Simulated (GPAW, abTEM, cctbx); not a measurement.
## LiZn3B: the scripts behind a bonding study

Short scripts, each with its output. The start was made by putting kin elements into a known structure type; the compound need not exist, or be stable, in this form.

**1. Relax the structure**

```text
cell
1.0
     0.000000000    0.000000000    4.879000000
     5.892000000    0.000000000    0.000000000
    -2.946000000    5.102621679    0.000000000
Zn B Li
6 2 2
Direct
0.750000000 0.151250000 0.302500000
0.750000000 0.151250000 0.848750000
0.250000000 0.848750000 0.151250000
0.750000000 0.697500000 0.848750000
0.250000000 0.848750000 0.697500000
0.250000000 0.302500000 0.151250000
0.000000000 0.000000000 0.000000000
0.500000000 0.000000000 0.000000000
0.250000000 0.333333333 0.666666667
0.750000000 0.666666667 0.333333333
```

```python
from ase.constraints import FixSymmetry
from ase.filters import FrechetCellFilter
from ase.io import read, write
from ase.optimize import BFGS
from ase.parallel import parprint
from gpaw import GPAW, PW, FermiDirac

atoms = read("start.vasp")
atoms.set_constraint(FixSymmetry(atoms))
atoms.calc = GPAW(mode=PW(670), xc="PBE", kpts={"size": (4, 4, 4), "gamma": True},
                 occupations=FermiDirac(0.1), maxiter=120, symmetry={"tolerance": 1e-5}, txt="relax.txt")
BFGS(FrechetCellFilter(atoms), maxstep=0.15).run(fmax=0.03, steps=40)
parprint("cell  %.4f %.4f %.4f  %.2f %.2f %.2f" % tuple(atoms.cell.cellpar()))
parprint("volume %.3f A^3, largest force %.3f eV/A, largest stress %.2f GPa" % (atoms.get_volume(), abs(atoms.get_forces()).max(), 160.218 * abs(atoms.get_stress()).max()))
atoms.set_constraint()
write("relaxed.vasp", atoms, direct=True)
```

```console
$ OMP_NUM_THREADS=1 mpirun -n 4 gpaw python run.py > gpaw.log
```

```text
      Step        Energy          fmax
BFGS:    0      -18.689982        4.041252
BFGS:    1      -19.956765        3.068685
BFGS:    2      -21.816961        1.122818
BFGS:    3      -22.157251        0.480237
BFGS:    4      -22.188463        0.541969
BFGS:    5      -22.200200        0.547120
BFGS:    6      -22.251232        0.516455
BFGS:    7      -22.311917        0.416689
BFGS:    8      -22.381274        0.250792
BFGS:    9      -22.396238        0.121500
BFGS:   10      -22.397279        0.123011
BFGS:   11      -22.398228        0.123813
BFGS:   12      -22.400671        0.120454
BFGS:   13      -22.405316        0.104718
BFGS:   14      -22.412262        0.110321
BFGS:   15      -22.417486        0.073056
BFGS:   16      -22.419190        0.022133
cell  4.6199 5.8342 5.8342  120.00 90.00 90.00
volume 136.182 A^3, largest force 0.022 eV/A, largest stress 0.17 GPa
```

Time: 9.1 min on 4 cores of Arm Neoverse V1 (shared host), peak memory 1.4 GiB.

**2. Build the all-electron density and subtract free atoms**

```text
cell
1.0
     0.000000000    0.000000000    4.619860840
     5.834183680    0.000000000    0.000000000
    -2.917091840    5.052551270    0.000000000
Zn B Li
6 2 2
Direct
0.750000000 0.185015990 0.370031970
0.750000000 0.185015990 0.814984010
0.250000000 0.814984010 0.185015990
0.750000000 0.629968030 0.814984010
0.250000000 0.814984010 0.629968030
0.250000000 0.370031970 0.185015990
0.000000000 0.000000000 0.000000000
0.500000000 0.000000000 0.000000000
0.250000000 0.333333330 0.666666670
0.750000000 0.666666670 0.333333330
```

```python
import numpy as np
from ase.io import read
from ase.units import Bohr
from gpaw import GPAW, PW, FermiDirac
from gpaw.calculator import GPAW as OldGPAW
from gpaw.mpi import serial_comm, world
from scipy.special import erfc
from scipy.spatial import cKDTree

atoms = read("cell.vasp")
atoms.calc = GPAW(mode=PW(550), xc="PBE", kpts={"size": (5, 5, 5), "gamma": True},
                 occupations=FermiDirac(0.1), maxiter=120, symmetry={"tolerance": 1e-5}, txt="scf.txt")
atoms.get_potential_energy()
rho = atoms.calc.get_all_electron_density(gridrefinement=2)
moments = atoms.get_magnetic_moments() if atoms.calc.get_number_of_spins() == 2 else np.zeros(len(atoms))
total = atoms.get_magnetic_moment() if moments.any() else 0.0
if world.rank == 0:
    free = OldGPAW(mode=PW(550), xc="PBE", txt=None, communicator=serial_comm)
    neutral = atoms.copy()
    neutral.set_initial_magnetic_moments(None)
    free.initialize(neutral)
    free.set_positions(neutral)
    drho = rho - free.get_all_electron_density(gridrefinement=2)
    # GPAW starts from confined atoms: exchange their smooth part for that of the datasets' free atoms
    h = np.stack(np.meshgrid(*[np.fft.fftfreq(n, 1 / n) for n in drho.shape], indexing="ij"), -1)
    gabs = np.linalg.norm(h @ atoms.cell.reciprocal(), axis=-1)
    tails = np.fft.fftn(free.get_pseudo_density(gridrefinement=2))
    g, form, v0 = np.linspace(0, gabs.max(), 1500), {}, 0
    for e in set(atoms.symbols):
        idx = atoms.symbols.search(e)
        d = free.setups[idx[0]].data
        r, w = d.rgd.r_g * Bohr, d.rgd.r_g**2 * d.rgd.dr_g
        j0 = np.sinc(2 * g[:, None] * r)
        smooth = sum(f * p**2 for f, p in zip(d.f_j, d.phit_jg)) + np.sqrt(4 * np.pi) * d.nct_g
        full = sum(f * p**2 for f, p in zip(d.f_j, d.phi_jg)) + np.sqrt(4 * np.pi) * d.nc_g
        phase = sum(np.exp(-2j * np.pi * h @ s) for s in atoms.get_scaled_positions()[idx])
        tails -= np.interp(gabs, g, j0 @ (smooth * w)) * phase * drho.size / atoms.get_volume()
        form[e] = j0 @ (full * w)
        v0 += 2 * np.pi / 3 * 14.3996 * (full * w * r**2).sum() * len(idx)  # V A^3
    tails *= 0.5 * erfc((gabs - 1.8) / 0.25)  # the tails differ at long wavelengths alone
    drho += np.fft.ifftn(tails).real  # crystal minus superposed spherical free atoms
    np.save("drho.npy", drho)
    dv = atoms.get_volume() / drho.size
    print("grid", drho.shape, " electrons %.3f" % (rho.sum() * dv), " moved by bonding %.3f e" % (abs(drho).sum() * dv / 2))
    pts = np.indices(drho.shape).reshape(3, -1).T / drho.shape @ atoms.cell
    shifts = (np.indices((3, 3, 3)).reshape(3, -1).T - 1) @ atoms.cell
    images = (atoms.positions[None] + shifts[:, None]).reshape(-1, 3)
    dist, idx = cKDTree(images).query(pts, k=4)
    out = drho.ravel()[dist[:, 0] > 0.5]
    print("deformation density beyond 0.5 A of the nuclei: max %.3f, min %.3f e/A^3" % (out.max(), out.min()))
    tie = dist < dist[:, :1] + 1e-4
    q = -np.bincount((idx % len(atoms))[tie], (drho.ravel()[:, None] / tie.sum(1, keepdims=True) * tie)[tie], len(atoms)) * dv
    print("atom        x       y       z   Voronoi charge  moment")
    for a, s, c, m in zip(atoms, atoms.get_scaled_positions(), q, moments):
        print("%-2s%-3d %7.4f %7.4f %7.4f %10.3f %10.2f" % (a.symbol, a.index + 1, *s, c, m))
    np.savez("free.npz", g=g, **form)
    print("mean inner potential of superposed free atoms %.3f V" % (v0 / atoms.get_volume()))
    print("total magnetic moment %.3f muB" % total)
```

```console
$ OMP_NUM_THREADS=1 mpirun -n 4 gpaw python run.py > gpaw.log
```

```text
grid (50, 64, 64)  electrons 196.000  moved by bonding 1.451 e
deformation density beyond 0.5 A of the nuclei: max 0.063, min -0.116 e/A^3
atom        x       y       z   Voronoi charge  moment
Zn1    0.7500  0.1850  0.3700      0.127       0.00
Zn2    0.7500  0.1850  0.8150      0.127       0.00
Zn3    0.2500  0.8150  0.1850      0.127       0.00
Zn4    0.7500  0.6300  0.8150      0.127       0.00
Zn5    0.2500  0.8150  0.6300      0.127       0.00
Zn6    0.2500  0.3700  0.1850      0.127       0.00
B 7    0.0000  0.0000  0.0000     -0.308       0.00
B 8    0.5000  0.0000  0.0000     -0.308       0.00
Li9    0.2500  0.3333  0.6667     -0.073       0.00
Li10   0.7500  0.6667  0.3333     -0.073       0.00
mean inner potential of superposed free atoms 16.686 V
total magnetic moment 0.000 muB
```

Time: 35 s.

**3. Fourier-transform the difference**

```python
from cctbx import adptbx, crystal, miller, xray
from cctbx.eltbx import tiny_pse
import numpy as np

cs = crystal.symmetry(unit_cell=(5.8342, 5.8342, 4.6199, 90, 90, 120), space_group_symbol='Hall: -P 6c 2c')  # P6_3/mmc
atoms = [  # label, site, U (iso, or U11 U22 U33 U12 U13 U23 in A^2), occupancy
    ("Zn1", (0.18502, 0.37003, 0.75), 0.0000, 1),
    ("B1", (0, 0, 0), 0.0000, 1),
    ("Li1", (1/3, 2/3, 0.25), 0.0000, 1),
]
xs = xray.structure(crystal_symmetry=cs)
for label, site, u, occ in atoms:
    u = adptbx.u_cif_as_u_star(cs.unit_cell(), u) if isinstance(u, tuple) else u
    xs.add_scatterer(xray.scatterer(label, site=site, u=u, occupancy=occ))
xs.scattering_type_registry(table="wk1995")
drho = np.load("drho.npy")
T = np.array([[0, 1, 0], [0, 0, 1], [1, 0, 0]])  # conventional axes in terms of the primitive ones
dF = np.fft.ifftn(drho) * 136.18200  # electrons a conventional cell, indexed by primitive hkl
ms = miller.build_set(cs, anomalous_flag=False, d_min=0.9).sort("resolution")
iam = ms.structure_factors_from_scatterers(xs, algorithm="direct").f_calc()
p1 = xs.expand_to_p1()
z = np.array([tiny_pse.table(sc.scattering_type).atomic_number() for sc in p1.scatterers()])
x = np.array(p1.sites_frac())
free = np.load("free.npz")
print("static structure factors of the conventional cell: F in electrons, V (Mott-Bethe) in volts")
print("   h  k  l      d  |F| table  |F| free   |F| DFT   change   |V| free  |V| DFT  change %")
for h, d, table in list(zip(ms.indices(), ms.d_spacings().data(), iam.data()))[:16]:
    df = dF[tuple(np.rint(np.linalg.solve(T, h)).astype(int))]
    phase = np.exp(2j * np.pi * x @ h)
    f = sum(np.interp(1 / d, free["g"], free[sc.scattering_type]) * p for sc, p in zip(p1.scatterers(), phase))
    fz = (z * phase).sum()
    c = 14.3996 * d * d / (np.pi * cs.unit_cell().volume())
    v0, v1 = abs(fz - f) * c, abs(fz - f - df) * c
    print("%4d%3d%3d %7.4f %9.3f %9.3f %9.3f %8.3f %9.3f %8.3f %8s" % (h + (d, abs(table), abs(f), abs(f + df), abs(f + df) - abs(f), v0, v1, "%.1f" % (100 * (v1 / v0 - 1)) if v0 > 0.02 else "-")))
```

```console
$ python run.py
```

```text
static structure factors of the conventional cell: F in electrons, V (Mott-Bethe) in volts
   h  k  l      d  |F| table  |F| free   |F| DFT   change   |V| free  |V| DFT  change %
   1  0  0  5.0526    12.050    12.038    12.245    0.207     1.313    1.135    -13.5
   1  0  1  3.4095    54.760    54.757    54.599   -0.158     2.524    2.586      2.4
   1  1  0  2.9171    34.945    34.884    34.269   -0.615     0.576    0.752     30.6
   2  0  0  2.5263    66.046    65.820    65.292   -0.528     2.811    2.924      4.0
   0  0  2  2.3099   140.440   139.830   138.723   -1.107     6.496    6.695      3.1
   2  0  1  2.2165   117.631   117.090   116.553   -0.537     5.862    5.951      1.5
   1  0  2  2.1008     1.344     1.380     1.588    0.208     0.751    0.720     -4.1
   2  1  0  1.9097    56.874    56.562    56.229   -0.333     2.945    2.985      1.4
   1  1  2  1.8109    39.085    38.867    38.724   -0.144     1.990    2.006      0.8
   2  1  1  1.7649    13.225    13.134    13.130   -0.004     0.426    0.427      0.1
   2  0  2  1.7047    65.575    65.179    65.024   -0.155     3.299    3.314      0.5
   3  0  0  1.6842    39.293    38.989    39.066    0.076     1.117    1.109     -0.7
   3  0  1  1.5823    53.100    52.753    52.652   -0.101     2.208    2.216      0.4
   1  0  3  1.4731    40.440    40.196    40.192   -0.004     1.535    1.535      0.0
   2  1  2  1.4718    42.416    42.130    42.174    0.044     1.343    1.340     -0.2
   2  2  0  1.4585   104.341   103.742   103.652   -0.090     4.631    4.637      0.1
```

Time: 0.32 s on 1 core of Arm Neoverse V1 (shared host), peak memory 0.08 GiB.

**4. Rock the beam across one reflection**

```python
import abtem
import numpy as np
from ase.build import make_supercell
from ase.io import read

abtem.config.set({"dask.lazy": False, "fft": "fftw", "diagnostics.progress_bar": False})
M = [[0, 0, -1], [0, 2, 1], [1, 0, 0]]  # rows: x, y and beam direction in the primitive cell's axes
unit = make_supercell(read("cell.vasp"), M)
unit.set_cell(list(unit.cell.lengths()) + [90, 90, 90], scale_atoms=True)
unit.positions[:, 2] += 0.5775  # keeps atomic planes off the slice boundaries
unit.wrap()
slab = unit * (1, 1, 152)
print(slab.get_chemical_formula(), "| box %.2f x %.2f x %.2f A" % tuple(slab.cell.lengths()))

# change of the potential by bonding, from the DFT deformation density (Poisson's equation term by term)
drho = np.load("drho.npy")
prim = read("cell.vasp")
h = np.stack(np.meshgrid(*[np.fft.fftfreq(n, 1 / n) for n in drho.shape], indexing="ij"), -1).reshape(-1, 3).astype(int)
g2 = ((h @ prim.cell.reciprocal()) ** 2).sum(1)
keep = (g2 > 0) & (g2 < 2.5**2)
shape = (130, 225, 28)
vg = np.zeros(shape, complex)
hm = h[keep] @ np.array(M).T
move = np.exp(-2j * np.pi * hm[:, 2] * (0.5775 / unit.cell[2, 2] - 0.5 / shape[2]))  # the same shift, sampled at mid-points
vg[tuple(hm.T % np.array(shape)[:, None])] = -14.3996 / np.pi * (np.fft.fftn(drho).ravel() / drho.size)[keep] / g2[keep] * move
dV = np.fft.ifftn(vg).real * vg.size
dV = dV.reshape(130, 225, 4, 7).mean(3) * unit.cell[2, 2] / 4  # V A, projected in each slice
dV = np.tile(dV.transpose(2, 0, 1), (152, 1, 1))


def build(atoms):
    p = abtem.Potential(atoms, gpts=(130, 225), slice_thickness=[slab.cell[2, 2] / 608] * 608,
                        parametrization="lobato", projection="infinite", exit_planes=152).build()
    p.array[:] += BONDING * dV
    return p


def potentials():
    yield build(slab)  # atoms at rest


for label, BONDING in (("IAM", 0.0), ("DFT", 1.0)):
    print("=====", label)
    potential = build(slab)
    print("grid", potential.gpts, "slices", potential.num_slices)
    thickness = potential.exit_thicknesses
    h = np.array(M) @ np.linalg.solve(np.array([[0, 1, 0], [0, 0, 1], [1, 0, 0]]), [1, 1, 0])
    ix, iy = round(h[0]) * 1, round(h[1]) * 1
    gxy = h[:2] / unit.cell.lengths()[:2]
    along = gxy / np.hypot(*gxy)
    across = np.array([-along[1], along[0]])
    bragg = 500 * abtem.PlaneWave(energy=300000).wavelength * np.hypot(*gxy)
    print("Bragg angle %.3f mrad; beam tilted 46 mrad off the zone axis across the row" % bragg)
    print("dark-field intensity of 1 1 0 against tilt along the row, in Bragg angles")
    print("  t (A)" + "".join("%8.2f" % s for s in [0.2, 0.4, 0.6, 0.8, 1.0, 1.2, 1.4, 1.6, 1.8, 2.0, 2.2, 2.4, 2.6]))
    rows = []
    row = [(n * ix, n * iy) for n in range(-8, 9)]
    for s in [0.2, 0.4, 0.6, 0.8, 1.0, 1.2, 1.4, 1.6, 1.8, 2.0, 2.2, 2.4, 2.6]:
        tilt = -s * bragg * along + 46 * across
        dp = abtem.PlaneWave(energy=300000, tilt=tuple(tilt)).multislice(potential).diffraction_patterns(max_angle="valid").array
        rows.append(dp[:, dp.shape[1] // 2 + ix, dp.shape[2] // 2 + iy])
        if s == 1.0:
            cx, cy = dp.shape[1] // 2, dp.shape[2] // 2
            share = sum(dp[:, cx + i, cy + j] for i, j in row if abs(i) < cx and abs(j) < cy) / dp.sum(axis=(1, 2))
            total = dp.sum(axis=(1, 2))
    for t, a in list(zip(thickness, np.array(rows).T))[1:]:
        print("%7.1f" % t + "".join("%8.4f" % v for v in a))
    print("at the Bragg tilt, share in the row:", share[1:].round(3).tolist(), "total:", total[1:].round(3).tolist())
```

```console
$ python run.py
```

```text
B608Li608Zn1824 | box 5.83 x 10.11 x 702.22 A
===== IAM
grid (130, 225) slices 608
Bragg angle 3.375 mrad; beam tilted 46 mrad off the zone axis across the row
dark-field intensity of 1 1 0 against tilt along the row, in Bragg angles
  t (A)    0.20    0.40    0.60    0.80    1.00    1.20    1.40    1.60    1.80    2.00    2.20    2.40    2.60
  175.6  0.0053  0.0059  0.0061  0.0063  0.0063  0.0063  0.0061  0.0059  0.0052  0.0042  0.0029  0.0019  0.0012
  351.1  0.0200  0.0206  0.0184  0.0169  0.0172  0.0169  0.0184  0.0204  0.0200  0.0160  0.0086  0.0033  0.0008
  526.7  0.0285  0.0440  0.0308  0.0404  0.0524  0.0404  0.0307  0.0436  0.0287  0.0239  0.0151  0.0081  0.0010
  702.2  0.0241  0.0718  0.0364  0.0599  0.1106  0.0606  0.0362  0.0712  0.0242  0.0347  0.0155  0.0175  0.0061
at the Bragg tilt, share in the row: [0.7670000195503235, 0.5889999866485596, 0.38999998569488525, 0.26499998569488525] total: [0.996999979019165, 0.9940000176429749, 0.9909999966621399, 0.9869999885559082]
===== DFT
grid (130, 225) slices 608
Bragg angle 3.375 mrad; beam tilted 46 mrad off the zone axis across the row
dark-field intensity of 1 1 0 against tilt along the row, in Bragg angles
  t (A)    0.20    0.40    0.60    0.80    1.00    1.20    1.40    1.60    1.80    2.00    2.20    2.40    2.60
  175.6  0.0083  0.0091  0.0095  0.0097  0.0098  0.0097  0.0095  0.0091  0.0082  0.0067  0.0050  0.0035  0.0023
  351.1  0.0303  0.0314  0.0283  0.0264  0.0270  0.0264  0.0283  0.0313  0.0303  0.0238  0.0130  0.0051  0.0013
  526.7  0.0461  0.0662  0.0447  0.0539  0.0698  0.0540  0.0445  0.0656  0.0464  0.0354  0.0215  0.0106  0.0017
  702.2  0.0394  0.1016  0.0507  0.0779  0.1367  0.0788  0.0504  0.1008  0.0396  0.0487  0.0238  0.0244  0.0093
at the Bragg tilt, share in the row: [0.7639999985694885, 0.5839999914169312, 0.38499999046325684, 0.2669999897480011] total: [0.996999979019165, 0.9940000176429749, 0.9909999966621399, 0.9869999885559082]
```

Time: 40 s.

**5. Get the inner potential from a slab**

```python
import numpy as np
from ase.io import read
from ase.units import Bohr
from gpaw import GPAW, PW, FermiDirac
from gpaw.calculator import GPAW as OldGPAW
from gpaw.mpi import serial_comm, world
from scipy.special import erfc
from ase.build import make_supercell

M = [[-1, 0, 0], [0, 0, 1], [0, 2, 1]]  # rows: x, y and surface normal in the primitive cell's axes
unit = make_supercell(read("cell.vasp"), M)
unit.set_cell(list(unit.cell.lengths()) + [90, 90, 90], scale_atoms=True)
unit.positions[:, 2] -= 7.5800
unit.wrap()
atoms = unit * (1, 1, 1)
thickness = atoms.cell[2, 2]
atoms.center(vacuum=6, axis=2)
atoms.pbc = (True, True, False)
atoms.calc = GPAW(mode=PW(550), xc="PBE", kpts={"size": (4, 3, 1), "gamma": True},
                 occupations=FermiDirac(0.1), maxiter=120, symmetry={"tolerance": 1e-5}, poissonsolver={"dipolelayer": "xy"}, txt="slab.txt")
atoms.get_potential_energy()
rho = atoms.calc.get_all_electron_density(gridrefinement=2)
v = atoms.calc.get_electrostatic_potential().mean(axis=(0, 1))
ef = atoms.calc.get_fermi_level()
if world.rank == 0:
    free = OldGPAW(mode=PW(550), xc="PBE", txt=None, communicator=serial_comm)
    neutral = atoms.copy()
    neutral.set_initial_magnetic_moments(None)
    free.initialize(neutral)
    free.set_positions(neutral)
    drho = rho - free.get_all_electron_density(gridrefinement=2)
    # GPAW starts from confined atoms: exchange their smooth part for that of the datasets' free atoms
    h = np.stack(np.meshgrid(*[np.fft.fftfreq(n, 1 / n) for n in drho.shape], indexing="ij"), -1)
    gabs = np.linalg.norm(h @ atoms.cell.reciprocal(), axis=-1)
    tails = np.fft.fftn(free.get_pseudo_density(gridrefinement=2))
    g, form, v0 = np.linspace(0, gabs.max(), 1500), {}, 0
    for e in set(atoms.symbols):
        idx = atoms.symbols.search(e)
        d = free.setups[idx[0]].data
        r, w = d.rgd.r_g * Bohr, d.rgd.r_g**2 * d.rgd.dr_g
        j0 = np.sinc(2 * g[:, None] * r)
        smooth = sum(f * p**2 for f, p in zip(d.f_j, d.phit_jg)) + np.sqrt(4 * np.pi) * d.nct_g
        full = sum(f * p**2 for f, p in zip(d.f_j, d.phi_jg)) + np.sqrt(4 * np.pi) * d.nc_g
        phase = sum(np.exp(-2j * np.pi * h @ s) for s in atoms.get_scaled_positions()[idx])
        tails -= np.interp(gabs, g, j0 @ (smooth * w)) * phase * drho.size / atoms.get_volume()
        form[e] = j0 @ (full * w)
        v0 += 2 * np.pi / 3 * 14.3996 * (full * w * r**2).sum() * len(idx)  # V A^3
    tails *= 0.5 * erfc((gabs - 1.8) / 0.25)  # the tails differ at long wavelengths alone
    drho += np.fft.ifftn(tails).real  # crystal minus superposed spherical free atoms
    n = drho.mean(axis=(0, 1))
    dz = atoms.cell[2, 2] / len(n)
    dV = 180.951 * np.cumsum(np.cumsum(n)) * dz**2  # V; d2V/dz2 = e n / eps0, zero in the vacuum below
    step = dV[-1]
    print(atoms.get_chemical_formula(), "| slab of %.3f A, cell height %.2f A" % (thickness, atoms.cell[2, 2]))
    print("vacuum step across the slab %.3f V" % step)
    print("Fermi level below the vacuum: %.2f eV (bottom), %.2f eV (top)" % (v[3] - ef, v[-4] - ef))
    inside = np.arange(len(n)) * dz
    ramp = np.clip((inside - atoms.cell[2, 2] / 2) / thickness + 0.5, 0, 1) * step
    print("change of the mean inner potential by bonding %.3f V" % ((dV - ramp).sum() * dz / thickness))
    np.save("profile.npy", np.c_[inside, n, dV])
```

```console
$ OMP_NUM_THREADS=1 mpirun -n 4 gpaw python run.py > gpaw.log
```

```text
B4Li4Zn12 | slab of 10.105 A, cell height 20.79 A
vacuum step across the slab -0.004 V
Fermi level below the vacuum: 4.13 eV (bottom), 4.13 eV (top)
change of the mean inner potential by bonding -1.682 V
```

Time: 2.5 min.

[Outputs are excerpts: Python notices, other lines and further rows are left out; steps that failed or that the build refused (PBEsol, TPSS) are not shown.]

[Logs are printed without paths, hosts, clocks, repeated set-up lines and the standing remarks that a program may print on its own settings, such as how far it seeks lower states.]
